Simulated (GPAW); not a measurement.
# An In chain with one Ge atom in line: transmission at several levels

How well does an In chain with one Ge atom in line conduct at low bias, and how far do basis and functional move the answer?

Program: GPAW 26.7.0. Level of theory: GPAW LCAO, PAW setups; Landauer transmission from Green's functions with principal layers (ASE), zero bias. Results are calculated unless marked as measured.

### 1. The structure

The cell holds 11 atoms: 10 In and 1 Ge. Its edges and angles: a = 9.000 Å, b = 9.000 Å, c = 31.809 Å, α = 90.0°, β = 90.0°, γ = 90.0°. Regions: left lead, 5 atoms (5 In); channel, 1 atom (1 Ge); right lead, 5 atoms (5 In). Vacuum lies along a and b. The structure is stacked along c, and the current runs across the ab planes.

### 2. GPAW, dzp

The script solves lead and junction separately, takes H and S in the orbital basis, and joins semi-infinite leads through their self-energies; the dzp basis is the working standard.

run.py

```python
import json
import numpy as np
from ase import Atoms
from ase.transport.calculators import TransportCalculator
from gpaw import GPAW, FermiDirac
from gpaw.lcao.tools import get_lcao_hamiltonian
from scipy.linalg import eigh

# The junction with lead layers at both ends, along the third cell vector
device = Atoms(
    ['In', 'In', 'In', 'In', 'In', 'Ge', 'In', 'In', 'In', 'In', 'In'],
    positions=[
        [4.50000, 4.50000, 1.47500],
        [4.50000, 4.50000, 4.42500],
        [4.50000, 4.50000, 7.37500],
        [4.50000, 4.50000, 10.32500],
        [4.50000, 4.50000, 13.27500],
        [4.50000, 4.50000, 15.90430],
        [4.50000, 4.50000, 18.53360],
        [4.50000, 4.50000, 21.48360],
        [4.50000, 4.50000, 24.43360],
        [4.50000, 4.50000, 27.38360],
        [4.50000, 4.50000, 30.33360]],
    cell=[[9.0, 0.0, 0.0], [0.0, 9.0, 0.0], [0.0, 0.0, 31.8086]],
    pbc=True)

# One principal layer of the lead: the first 3 atoms of the device
lead = Atoms(
    ['In', 'In', 'In'],
    positions=[
        [4.50000, 4.50000, 1.47500],
        [4.50000, 4.50000, 4.42500],
        [4.50000, 4.50000, 7.37500]],
    cell=[[9.0, 0.0, 0.0], [0.0, 9.0, 0.0], [0.0, 0.0, 8.85]],
    pbc=True)

settings = dict(mode='lcao', basis='dzp', xc='PBE', h=0.2,
                occupations=FermiDirac(0.1), maxiter=250,
                mixer=dict(beta=0.1, nmaxold=8, weight=100.0),
                convergence=dict(density=0.0001))
energies = np.arange(-2, 2 + 1e-9, 0.05)
eta = 0.0001
n1, n2 = 1, 1
# k and -k transmit alike, so half of the mesh across the current serves
mesh = [(i, j) for i in range(n1) for j in range(n2) if (i, j) <= (-i % n1, -j % n2)]
weights = np.array([1 if (i, j) == (-i % n1, -j % n2) else 2 for i, j in mesh]) / (n1 * n2)

# [... helper functions left out ...]
fermi_lead = ground_state(lead, (1, 1, 13), 'lead.txt')
fermi_device = ground_state(device, (1, 1, 3), 'device.txt')
# [... loop over the mesh left out, but for ...]
        # Shift the lead onto the potential of the device's first layer
        shift = ((H[:, 0, 0] - H0[:, 0, 0]) / S0[0, 0]).real.mean()
# [...]
kT = 8.617333e-5 * 77
bias = [0.1, 0.2, 0.5, 1.0, 1.5, 2.0]
# [... integrals and printing left out ...]
```

Started as:

```sh
$ OMP_NUM_THREADS=1 OPENBLAS_NUM_THREADS=1 python run.py
```

Output:

```text
basis functions: device 243, principal layer 69
Fermi level: lead -2.2014 eV, device -2.3315 eV; lead shifted by -0.0044 eV
largest coupling past the next layer 1.88e-06 eV, largest misfit of the first layer 0.023 eV
  E-E_F (eV)   T (one spin)  [channel counts left out]
    -2.000    9.9572e-01
    -1.950    2.1820e-06
    -1.900    1.3961e-07
    -1.850    4.1684e-08
    -1.800    2.0619e-08
    -1.750    1.3528e-08
    -1.700    1.0825e-08
    -1.650    1.0186e-08
    -1.600    1.1120e-08
    -1.550    1.4139e-08
    -1.500    2.1416e-08
    -1.450    4.0815e-08
    -1.400    1.1157e-07
    -1.350    6.5988e-07
    -1.300    8.5242e-02
    -1.250    4.8809e-01
[...]
1.650    2.6594e+00
     1.700    2.6871e+00
     1.750    2.7142e+00
     1.800    2.7403e+00
     1.850    2.7389e+00
     1.900    2.7944e+00
     1.950    2.8175e+00
     2.000    2.8399e+00
conductance at 77 K: 2.107 G0 a cell; thermopower -1.296 uV/K
current from the zero-bias T(E) at 0.1 V: 16.215 uA
current from the zero-bias T(E) at 0.2 V: 31.809 uA
current from the zero-bias T(E) at 0.5 V: 70.256 uA
current from the zero-bias T(E) at 1.0 V: 127.11 uA
current from the zero-bias T(E) at 1.5 V: 184.99 uA
current from the zero-bias T(E) at 2.0 V: 245.14 uA
```

Run time: 82 s. Hardware: 1 thread of Arm Neoverse N1, shared host; peak memory 1.1 GiB.

Numbers from this step:

| Quantity | Value |
| --- | --- |
| conductance | 2.107 G₀ |
| largest coupling past the next principal layer | 1.88e-6 eV |
| largest misfit of the first principal layer | 0.02306 eV |
| shift that aligns the lead | -0.004448 eV |
| basis functions of the junction | 243 |
| basis functions of a principal layer | 69 |
| transmission at the Fermi level (one spin) | 2.114 |

One spin. Table of transmission, zone mean by energy, zero at the Fermi level:

| energy (eV) | transmission, zone mean |
| --- | --- |
| -2.00 | 0.996 |
| -1.90 | 1.4e-7 |
| -1.80 | 2.1e-8 |
| -1.70 | 1.1e-8 |
| -1.55 | 1.4e-8 |
| -1.45 | 4.1e-8 |
| -1.35 | 6.6e-7 |
| -1.25 | 0.488 |
| -1.15 | 0.802 |
| -1.05 | 0.865 |
| -0.90 | 0.900 |
| -0.80 | 0.912 |
| -0.70 | 0.920 |
| -0.60 | 0.926 |
| -0.50 | 0.930 |
| -0.40 | 0.934 |
| -0.25 | 0.938 |
| -0.15 | 1.35 |
| -0.05 | 2.00 |
| 0.00 | 2.11 |
| 0.05 | 2.15 |
| 0.15 | 2.11 |
| 0.25 | 2.05 |
| 0.40 | 2.00 |
| 0.50 | 2.01 |
| 0.60 | 2.05 |
| 0.70 | 2.10 |
| 0.80 | 2.16 |
| 0.90 | 2.22 |
| 1.05 | 2.31 |
| 1.15 | 2.37 |
| 1.25 | 2.43 |
| 1.35 | 2.49 |
| 1.45 | 2.55 |
| 1.55 | 2.60 |
| 1.70 | 2.69 |
| 1.80 | 2.74 |
| 1.90 | 2.79 |
| 2.00 | 2.84 |

Not self-consistent under bias; the bias window is split evenly. Current through one cell, from the zero-bias transmission against bias:

| bias (V) | current through one cell, from the zero-bias transmission (μA) |
| --- | --- |
| 0.100 | 16.2 |
| 0.200 | 31.8 |
| 0.500 | 70.3 |
| 1.000 | 127 |
| 1.500 | 185 |
| 2.000 | 245 |

Transmission of the three most open eigenchannels against energy, zero at the Fermi level:

| energy (eV) | channel 1 | channel 2 = channel 3 |
| --- | --- | --- |
| -2.00 | 0.996 | 0 |
| -1.90 | 1.4e-7 | 0 |
| -1.80 | 2.1e-8 | 0 |
| -1.70 | 1.1e-8 | 0 |
| -1.55 | 1.4e-8 | 0 |
| -1.45 | 4.1e-8 | 0 |
| -1.35 | 6.6e-7 | 0 |
| -1.25 | 0.488 | 0 |
| -1.15 | 0.802 | 0 |
| -1.05 | 0.865 | 0 |
| -0.90 | 0.900 | 0 |
| -0.80 | 0.912 | 0 |
| -0.70 | 0.920 | 0 |
| -0.60 | 0.926 | 0 |
| -0.50 | 0.930 | 0 |
| -0.40 | 0.934 | 0 |
| -0.25 | 0.938 | 9.9e-9 |
| -0.15 | 0.940 | 0.204 |
| -0.05 | 0.941 | 0.532 |
| 0.00 | 0.942 | 0.586 |
| 0.05 | 0.943 | 0.603 |
| 0.15 | 0.944 | 0.585 |
| 0.25 | 0.945 | 0.555 |
| 0.40 | 0.946 | 0.528 |
| 0.50 | 0.946 | 0.534 |
| 0.60 | 0.946 | 0.551 |
| 0.70 | 0.947 | 0.576 |
| 0.80 | 0.947 | 0.605 |
| 0.90 | 0.947 | 0.636 |
| 1.05 | 0.948 | 0.682 |
| 1.15 | 0.948 | 0.712 |
| 1.25 | 0.948 | 0.741 |
| 1.35 | 0.949 | 0.770 |
| 1.45 | 0.949 | 0.798 |
| 1.55 | 0.949 | 0.827 |
| 1.70 | 0.950 | 0.868 |
| 1.80 | 0.951 | 0.895 |
| 1.90 | 0.951 | 0.921 |
| 2.00 | 0.952 | 0.944 |

Couplings past the next layer reach 1.9e-6 eV, small enough to drop; the matrix elements of the cell's first layer differ from the bulk lead's by up to 0.023 eV. That layer keeps its own values in the calculation, and only beyond it is the lead taken as perfect. The Fermi levels of lead and junction count from different zeros of potential, one for each periodic cell; with both set to zero, the small remaining shift is what aligns them. By hand: G = 2.107 × 77.48 μS = 163 μS, a resistance of 6.13 kΩ; at 0.1 V a linear junction would pass 16.3 μA, and the integral over the bias window gives 16.2 μA.

### 3. GPAW, szp: basis = "szp(dzp)"

One radial function a shell plus polarisation makes the matrices smaller; the question is what that costs.

Edit run.py of step 2 so:

```diff
@@ -36,3 +36,3 @@
 
-settings = dict(mode='lcao', basis='dzp', xc='PBE', h=0.2,
+settings = dict(mode='lcao', basis='szp(dzp)', xc='PBE', h=0.2,
                 occupations=FermiDirac(0.1), maxiter=250,
```

Output:

```text
basis functions: device 149, principal layer 42
Fermi level: lead -2.3506 eV, device -2.4929 eV; lead shifted by -0.0029 eV
largest coupling past the next layer 1.86e-06 eV, largest misfit of the first layer 0.025 eV
  E-E_F (eV)   T (one spin)  [channel counts left out]
    -2.000    5.4114e-08
    -1.950    1.9636e-08
    -1.900    1.0181e-08
    -1.850    6.5688e-09
    -1.800    4.9599e-09
    -1.750    4.2487e-09
    -1.700    4.0628e-09
    -1.650    4.3082e-09
    -1.600    5.0692e-09
    -1.550    6.6749e-09
    -1.500    1.0025e-08
    -1.450    1.7825e-08
    -1.400    4.0475e-08
    -1.350    1.4081e-07
    -1.300    1.4688e-06
    -1.250    2.8793e-05
[...]
1.650    2.6560e+00
     1.700    2.6849e+00
     1.750    2.7131e+00
     1.800    2.7401e+00
     1.850    2.7117e+00
     1.900    2.7948e+00
     1.950    2.8182e+00
     2.000    2.8404e+00
conductance at 77 K: 2.0709 G0 a cell; thermopower -1.32 uV/K
current from the zero-bias T(E) at 0.1 V: 15.932 uA
current from the zero-bias T(E) at 0.2 V: 31.222 uA
current from the zero-bias T(E) at 0.5 V: 68.799 uA
current from the zero-bias T(E) at 1.0 V: 125 uA
current from the zero-bias T(E) at 1.5 V: 182.01 uA
current from the zero-bias T(E) at 2.0 V: 241.21 uA
```

The job ended after 65 s (1 thread; peak memory 1.1 GiB).

This step gave:

```yaml
conductance: 2.071 G₀
largest_coupling_past_the_next_principal_layer: 1.86e-6 eV
largest_misfit_of_the_first_principal_layer: 0.02494 eV
shift_that_aligns_the_lead: -0.002863 eV
basis_functions_of_the_junction: 149
basis_functions_of_a_principal_layer: 42
transmission_at_the_fermi_level_one_spin: 2.078
```

One spin. Table of transmission, zone mean by energy, zero at the Fermi level:

| energy (eV) | transmission, zone mean |
| --- | --- |
| -2.00 | 5.4e-8 |
| -1.90 | 1.0e-8 |
| -1.80 | 5.0e-9 |
| -1.70 | 4.1e-9 |
| -1.55 | 6.7e-9 |
| -1.45 | 1.8e-8 |
| -1.35 | 1.4e-7 |
| -1.25 | 2.9e-5 |
| -1.15 | 0.706 |
| -1.05 | 0.822 |
| -0.90 | 0.877 |
| -0.80 | 0.894 |
| -0.70 | 0.904 |
| -0.60 | 0.912 |
| -0.50 | 0.917 |
| -0.40 | 0.921 |
| -0.25 | 0.926 |
| -0.15 | 1.27 |
| -0.05 | 1.97 |
| 0.00 | 2.08 |
| 0.05 | 2.11 |
| 0.15 | 2.08 |
| 0.25 | 2.02 |
| 0.40 | 1.97 |
| 0.50 | 1.98 |
| 0.60 | 2.02 |
| 0.70 | 2.07 |
| 0.80 | 2.13 |
| 0.90 | 2.19 |
| 1.05 | 2.29 |
| 1.15 | 2.35 |
| 1.25 | 2.42 |
| 1.35 | 2.48 |
| 1.45 | 2.54 |
| 1.55 | 2.60 |
| 1.70 | 2.68 |
| 1.80 | 2.74 |
| 1.90 | 2.79 |
| 2.00 | 2.84 |

Not self-consistent under bias; the bias window is split evenly. Table of current through one cell, from the zero-bias transmission by bias:

| bias (V) | current through one cell, from the zero-bias transmission (μA) |
| --- | --- |
| 0.100 | 15.9 |
| 0.200 | 31.2 |
| 0.500 | 68.8 |
| 1.000 | 125 |
| 1.500 | 182 |
| 2.000 | 241 |

The transmission of the three most open eigenchannels by energy, zero at the Fermi level:

| energy (eV) | channel 1 | channel 2 | channel 3 |
| --- | --- | --- | --- |
| -2.00 | 5.4e-8 | 0 | 0 |
| -1.90 | 1.0e-8 | 0 | 0 |
| -1.80 | 5.0e-9 | 0 | 0 |
| -1.70 | 4.1e-9 | 0 | 0 |
| -1.55 | 6.7e-9 | 0 | 0 |
| -1.45 | 1.8e-8 | 0 | 0 |
| -1.35 | 1.4e-7 | 0 | 0 |
| -1.25 | 2.9e-5 | 0 | 0 |
| -1.15 | 0.706 | 0 | 0 |
| -1.05 | 0.822 | 0 | 0 |
| -0.90 | 0.877 | 0 | 0 |
| -0.80 | 0.894 | 0 | 0 |
| -0.70 | 0.904 | 0 | 0 |
| -0.60 | 0.912 | 0 | 0 |
| -0.50 | 0.917 | 0 | 0 |
| -0.40 | 0.921 | 0 | 0 |
| -0.25 | 0.926 | 2.6e-8 | 2.6e-8 |
| -0.15 | 0.928 | 0.173 | 0.173 |
| -0.05 | 0.930 | 0.519 | 0.519 |
| 0.00 | 0.930 | 0.574 | 0.574 |
| 0.05 | 0.931 | 0.590 | 0.590 |
| 0.15 | 0.932 | 0.573 | 0.573 |
| 0.25 | 0.933 | 0.542 | 0.542 |
| 0.40 | 0.933 | 0.518 | 0.518 |
| 0.50 | 0.933 | 0.525 | 0.525 |
| 0.60 | 0.934 | 0.542 | 0.542 |
| 0.70 | 0.934 | 0.568 | 0.568 |
| 0.80 | 0.934 | 0.598 | 0.598 |
| 0.90 | 0.934 | 0.630 | 0.630 |
| 1.05 | 0.933 | 0.678 | 0.678 |
| 1.15 | 0.933 | 0.710 | 0.710 |
| 1.25 | 0.933 | 0.741 | 0.741 |
| 1.35 | 0.933 | 0.771 | 0.771 |
| 1.45 | 0.933 | 0.802 | 0.802 |
| 1.55 | 0.934 | 0.832 | 0.832 |
| 1.70 | 0.934 | 0.875 | 0.875 |
| 1.80 | 0.934 | 0.903 | 0.903 |
| 1.90 | 0.935 | 0.930 | 0.930 |
| 2.00 | 0.953 | 0.953 | 0.935 |

The conductance, 2.07 G₀, lies 1.7 % below that of the dzp run.

### 4. Minimal basis

One function for each valence shell of the setup, as for a first survey of a large system.

Edit run.py of step 3 so:

```diff
@@ -36,3 +36,3 @@
 
-settings = dict(mode='lcao', basis='szp(dzp)', xc='PBE', h=0.2,
+settings = dict(mode='lcao', basis='sz(dzp)', xc='PBE', h=0.2,
                 occupations=FermiDirac(0.1), maxiter=250,
```

Output:

```text
basis functions: device 94, principal layer 27
Fermi level: lead -2.2681 eV, device -2.4250 eV; lead shifted by -0.0237 eV
largest coupling past the next layer 1.93e-06 eV, largest misfit of the first layer 0.030 eV
  E-E_F (eV)   T (one spin)  [channel counts left out]
    -2.000    9.9900e-01
    -1.950    9.9822e-01
    -1.900    9.8917e-01
[...]
1.950    2.7790e+00
     2.000    2.8034e+00
conductance at 77 K: 2.1877 G0 a cell; thermopower -1.391 uV/K
current from the zero-bias T(E) at 0.1 V: 16.804 uA
current from the zero-bias T(E) at 0.2 V: 32.838 uA
current from the zero-bias T(E) at 0.5 V: 72.402 uA
current from the zero-bias T(E) at 1.0 V: 129.69 uA
current from the zero-bias T(E) at 1.5 V: 187.85 uA
current from the zero-bias T(E) at 2.0 V: 247.79 uA
```

Wall time 42 s (1 thread); peak memory 0.98 GiB.

Numbers from this step:

```
conductance                                    : 2.188 G₀
largest coupling past the next principal layer : 1.93e-6 eV
largest misfit of the first principal layer    : 0.02971 eV
shift that aligns the lead                     : -0.02374 eV
basis functions of the junction                : 94
basis functions of a principal layer           : 27
transmission at the Fermi level (one spin)     : 2.197
```

One spin. Transmission, zone mean against energy, zero at the Fermi level:

| energy (eV) | transmission, zone mean |
| --- | --- |
| -2.000 | 0.999 |
| -1.800 | 1.8e-7 |
| -1.600 | 2.0e-8 |
| -1.400 | 1.1e-7 |
| -1.200 | 0.694 |
| -1.000 | 0.879 |
| -0.800 | 0.912 |
| -0.600 | 0.925 |
| -0.400 | 0.931 |
| -0.200 | 1.04 |
| 0.000 | 2.20 |
| 0.200 | 2.10 |
| 0.400 | 2.01 |
| 0.600 | 2.07 |
| 0.800 | 2.16 |
| 1.000 | 2.25 |
| 1.200 | 2.36 |
| 1.400 | 2.48 |
| 1.600 | 2.60 |
| 1.800 | 2.71 |
| 2.000 | 2.80 |

The conductance, 2.19 G₀, lies 3.8 % above that of the dzp run.

### 5. revPBE in the dzp basis: xc = "revPBE"

Back in the dzp basis, the functional changes from PBE to revPBE, to set the spread between functionals beside that between bases.

Edit run.py of step 4 so:

```diff
@@ -36,3 +36,3 @@
 
-settings = dict(mode='lcao', basis='sz(dzp)', xc='PBE', h=0.2,
+settings = dict(mode='lcao', basis='dzp', xc='revPBE', h=0.2,
                 occupations=FermiDirac(0.1), maxiter=250,
```

Output:

```text
basis functions: device 243, principal layer 69
Fermi level: lead -2.0990 eV, device -2.2315 eV; lead shifted by -0.0054 eV
largest coupling past the next layer 1.88e-06 eV, largest misfit of the first layer 0.022 eV
  E-E_F (eV)   T (one spin)  [channel counts left out]
    -2.000    9.9358e-01
    -1.950    6.5764e-05
    -1.900    2.9168e-07
[...]
1.950    2.8104e+00
     2.000    2.8334e+00
conductance at 77 K: 2.0907 G0 a cell; thermopower -1.315 uV/K
current from the zero-bias T(E) at 0.1 V: 16.087 uA
current from the zero-bias T(E) at 0.2 V: 31.549 uA
current from the zero-bias T(E) at 0.5 V: 69.712 uA
current from the zero-bias T(E) at 1.0 V: 126.29 uA
current from the zero-bias T(E) at 1.5 V: 183.85 uA
current from the zero-bias T(E) at 2.0 V: 243.77 uA
```

Run time: 76 s. Hardware: 1 thread; peak memory 1.1 GiB.

This step gave:

```
conductance                                    : 2.091 G₀
largest coupling past the next principal layer : 1.88e-6 eV
largest misfit of the first principal layer    : 0.02197 eV
shift that aligns the lead                     : -0.005355 eV
basis functions of the junction                : 243
basis functions of a principal layer           : 69
transmission at the Fermi level (one spin)     : 2.098
```

One spin. Table of transmission, zone mean by energy, zero at the Fermi level:

| energy (eV) | transmission, zone mean |
| --- | --- |
| -2.000 | 0.994 |
| -1.800 | 2.8e-8 |
| -1.600 | 1.3e-8 |
| -1.400 | 1.6e-7 |
| -1.200 | 0.760 |
| -1.000 | 0.887 |
| -0.800 | 0.915 |
| -0.600 | 0.927 |
| -0.400 | 0.934 |
| -0.200 | 0.938 |
| 0.000 | 2.10 |
| 0.200 | 2.06 |
| 0.400 | 1.98 |
| 0.600 | 2.03 |
| 0.800 | 2.14 |
| 1.000 | 2.27 |
| 1.200 | 2.39 |
| 1.400 | 2.50 |
| 1.600 | 2.62 |
| 1.800 | 2.73 |
| 2.000 | 2.83 |

The conductance, 2.09 G₀, lies 0.8 % below that of the dzp run.

### 6. All levels side by side

Times are for 1 thread of Arm Neoverse N1, shared host. The series side by side:

| no. | run | conductance (G₀) | time | memory (GiB) |
| --- | --- | --- | --- | --- |
| 1 | dzp | 2.107 | 82 s | 1.1 |
| 2 | szp | 2.071 | 65 s | 1.1 |
| 3 | sz | 2.188 | 42 s | 0.98 |
| 4 | dzp revPBE | 2.091 | 76 s | 1.1 |

### 7. Comparison

The curves are compared point by point over the common energies.

This step: comparison of transmission and cost over codes and levels (GPAW 26.7.0).

(Continued in part 2 of 2.)

[Logs are printed without paths, hosts, clocks, repeated set-up lines and the standing remarks that a program may print on its own settings, such as how far it seeks lower states.]

[Hosts, paths, dates, database ids (printed as entryN), source tags and the programs' standing remarks are cut or masked in the printed files.]
